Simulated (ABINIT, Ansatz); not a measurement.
Computed results, one entry a study.

```cif
data_kcdf3
_symmetry_space_group_name_H-M 'Pm-3m'
_symmetry_Int_Tables_number 221
_cell_length_a 4.3821
_cell_length_b 4.3821
_cell_length_c 4.3821
_cell_angle_alpha 90.000
_cell_angle_beta 90.000
_cell_angle_gamma 90.000
_cell_volume 84.15
loop_
_atom_site_label
_atom_site_type_symbol
_atom_site_symmetry_multiplicity
_atom_site_Wyckoff_symbol
_atom_site_fract_x
_atom_site_fract_y
_atom_site_fract_z
_atom_site_occupancy
K1 K 1 a 0.00000 0.00000 0.00000 1
Cd1 Cd 1 b 0.50000 0.50000 0.50000 1
F1 F 3 c 0.00000 0.50000 0.50000 1
_calc_subject 'KCdF3 (Pm-3m): one start, several treatments of the self-energy'
_calc_method 'RPA screening on LDA, plane waves, norm-conserving pseudopotentials (and 4 further levels or steps)'
_calc_program 'ABINIT 10.8.3'
_calc_settings 'cutoff 47 Ha, PseudoDojo scalar-relativistic 0.4.1 standard, norm-conserving, ngkpt (2, 2, 2), nband 80, ecuteps 4.2 Ha, gwcalctyp 2, nfreqre 16, nfreqim 8, inclvkb 2, freqremax 40 eV, spmeth 1, nomegasf 120, shiftk (0, 0, 0), symchi 1, awtr 1, frequency cd, 2×2×2 k-mesh'
_calc_cost '9 runs, 4 min in all on 4 MPI ranks of Arm Neoverse N1, shared host'
_calc_notes 'The program’s warnings: Min real frequency set to default [Ha] =. The cell and positions are those that the Materials Project relaxed with its own functionals (PBE, PBE+U or r2SCAN), kept fixed. Limits: d shell near the gap, gap tends to lie low; no spin-orbit coupling. Static COHSEX lies above G0W0: it lacks the factor Z and overstates the Coulomb hole of the filled states. The 2×2×2 mesh is coarse for this cell, which bears on the long-range parts of exchange and screening.'
_calc_g0w0_godby_needs_plasmon_pole '6.316 eV'
_calc_g0w0_hybertsen_louie_plasmon_pole '6.636 eV'
_calc_g0w0_von_der_linden_horsch_plasmon_pole '6.233 eV'
_calc_one_shot_cohsex '7.307 eV'
_calc_one_shot_hartree_fock '14.560 eV'
_calc_g0w0_contour_deformation '6.210 eV'
_calc_known_limits 'short of the basis limit; d shell near the gap, gap tends to lie low; no spin-orbit coupling; coarse k mesh'
```

[Long decimals in the printed logs are rounded to 6 places.]

[Logs are printed without paths, hosts, clocks, repeated set-up lines and the standing remarks that a program may print on its own settings, such as how far it seeks lower states.]

[Paths, hosts, dates, memory and timing lines, banners, echoed tables and standing remarks are left out of the program output; an Ansatz launch command may be rebuilt from the run's recorded settings. Measured values are a selection of at most five: reports struck by readers or far from the other reports are left out. None is set beside runs whose start may be inverted or whose files or cutoffs have a known fault.]

[Runs of the session that timed out or met a known fault of the program may be left out.]

[Hosts, paths, dates, database ids (printed as entryN), source tags and the programs' standing remarks are cut or masked in the printed files.]

[G0W0 gaps are taken among the corrected bands and points alone; a level outside them can change the order at an edge.]

[Where Ansatz stands beside ABINIT at settings called matched, ABINIT's density can come from a denser mesh and the files from another edition; pairs whose starting gaps differed by over 0.03 eV were left out, so agreement reads better than it is.]
